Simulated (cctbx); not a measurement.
## Solving a structure by charge flipping

Cell a = 4.8300 Å, b = 4.8300 Å, c = 12.7300 Å, α = 90.00°, β = 90.00°, γ = 90.00°; space group I-4m2 (no. 119); content Tm2 Rb2 Ga6.

Simulated single-crystal data (cctbx): synchrotron X-rays, λ = 0.7749 Å, to d = 0.8 Å, 50 % of the full sphere, strongest reflection 20000 counts, noise from counting, a 3 % proportional error and a noise floor of 15 counts (s.d.); no absorption.

Charge flipping in P1 on normalised amplitudes to 0.9 Å, δ = 1.2 σ, 30 % of the reflections treated as weak, 450 cycles:

```text
cycle      R  skewness
    0  0.529     0.36
   37  0.439     2.26
   74  0.451     1.97
  111  0.459     2.49
  148  0.440     2.91
  185  0.441     2.73
  222  0.447     2.76
  259  0.428     2.13
  296  0.469     2.63
  333  0.405     2.64
  370  0.440     2.78
  407  0.430     2.61
  444  0.456     2.64
origin shift          correlation  skewness
-0.009  0.200  0.453      0.968      6.31
-0.008  0.202  0.146      0.969      5.02
-0.008  0.202  0.646      0.969      5.02
-0.001  0.204  0.397      0.862      2.26
taken: symmetry correlation 0.968, skewness 6.31
peak      x       y       z  mult  height/sigma
Q1    0.0000  0.0000  0.5000    2     17.7
Q2    0.0000  0.5000  0.2500    2     13.5
Q3    0.0000  0.5000  0.7500    2      8.5
Q4    0.0000  0.0000  0.1108    4      6.5
Q5    0.0000  0.5000  0.6495    4      4.4
Q6    0.0000  0.3055  0.8719    8      1.2
Q7    0.0000  0.4008  0.0175    8      1.1
Q8    0.0000  0.2249  0.9497    8      1.0
Q9    0.0000  0.5000  0.5609    4      1.0
```

The origin is taken among those within 0.04 of the best correlation, by the skewness of the map.

Run time: 0.49 s on 1 thread of Arm Neoverse N1 (shared host), peak memory 0.07 GiB.

Q: Assign the peaks.

Heights go roughly as Z and multiplicities must add up to the content. First model: Q1 = Tm1 (2 in the cell, height 17.7), Q2 = Rb1 (2 in the cell, height 13.5), Q3 = Ga1 (2 in the cell, height 8.5) and Q4 = Ga2 (4 in the cell, height 6.5). Against the true structure, Q1 is Tm, Q2 is Rb, Q3 is Ga and Q4 is Ga; the other peaks are not atoms.

Least squares on F², isotropic:

```text
Rint 0.026, 184 unique reflections to 0.80 A
cycle     R1     wR2    GooF  max shift (A)
   1  0.1055  0.2400   8.473   0.03369
   2  0.0132  0.0283   0.998   0.00002
final R1 0.0132 wR2 0.0282 GooF 0.997  parameters 5  data/parameter 36.8
atom        x        y        z      Ueq    occ   su(xyz)  su(Uiso or U11)
Tm1    0.00000  0.00000  0.50000   0.0064  1.000  0.00000  0.0001
Rb1    0.00000  0.50000  0.25000   0.0117  1.000  0.00000  0.0015
Ga1    0.00000  0.50000  0.75000   0.0136  1.000  0.00000  0.0018
Ga2    0.00000  0.00000  0.11345   0.0116  1.000  0.00005  0.0002
difference map: max 1.04 min -0.65 rms 0.14
Q1    0.0000  0.0000  0.4559    4    1.04  0.56 A from Tm1
Q2    0.0000  0.5000  0.2054    4    0.62  0.57 A from Rb1
Q3    0.0000  0.5000  0.7066    4    0.53  0.55 A from Ga1
Q4    0.0000  0.5000  0.1075    4    0.52  1.81 A from Rb1
Q5    0.0000  0.4302  0.6136    8    0.51  1.77 A from Ga1
```

Anisotropic refinement:

```text
Rint 0.026, 184 unique reflections to 0.80 A
cycle     R1     wR2    GooF  max shift (A)
   1  0.0132  0.0283   1.011   0.00012
   2  0.0118  0.0250   0.897   0.00001
final R1 0.0118 wR2 0.0250 GooF 0.897  parameters 10  data/parameter 18.4
atom        x        y        z      Ueq    occ   su(xyz)  su(Uiso or U11)
Tm1    0.00000  0.00000  0.50000   0.0065  1.000  0.00000  0.0002
Rb1    0.00000  0.50000  0.25000   0.0118  1.000  0.00000  0.0017
Ga1    0.00000  0.50000  0.75000   0.0138  1.000  0.00000  0.0022
Ga2    0.00000  0.00000  0.11346   0.0115  1.000  0.00005  0.0029
Flack x: -0.00(3)
Hooft y: 0.029(31)  Bijvoet pairs: 72
difference map: max 0.54 min -0.55 rms 0.12
Q1    0.0000  0.0000  0.0748    4    0.55  0.49 A from Ga2
Q2    0.0000  0.4162  0.6156    8    0.44  1.76 A from Ga1
Q3    0.1186  0.3814  0.2500    8    0.44  0.81 A from Rb1
Q4    0.0000  0.5000  0.7086    4    0.43  0.53 A from Ga1
Q5    0.1195  0.3805  0.7500    8    0.40  0.82 A from Ga1
Q6    0.0000  0.5000  0.1081    4    0.38  1.81 A from Rb1
```

**Reading.** The refinement ends at R1 = 0.0118, wR2 = 0.0250, GooF = 0.90, with difference density between -0.55 and 0.54 e/Å³. Every site matches the true model in element, within 0.001 Å r.m.s., up to an allowed shift of origin or inversion. Flack x = 0.00 with s.u. 0.03: x is within 3 s.u. of 0, so the absolute structure is right.

True model:

```
atom  mult.    x    y       z  Ueq (Å²)
 Tm1      2    0    0       0    0.0067
 Rb1      2  1/2    0     1/4    0.0124
 Ga1      2    0  1/2     1/4    0.0138
 Ga2      4    0    0  0.3865    0.0118
```

This is a model crystal, built by substitution and not relaxed, with assumed displacement parameters.

[Middle refinement cycles are left out of these outputs.]

[Logs are printed without paths, hosts, clocks, repeated set-up lines and the standing remarks that a program may print on its own settings, such as how far it seeks lower states.]
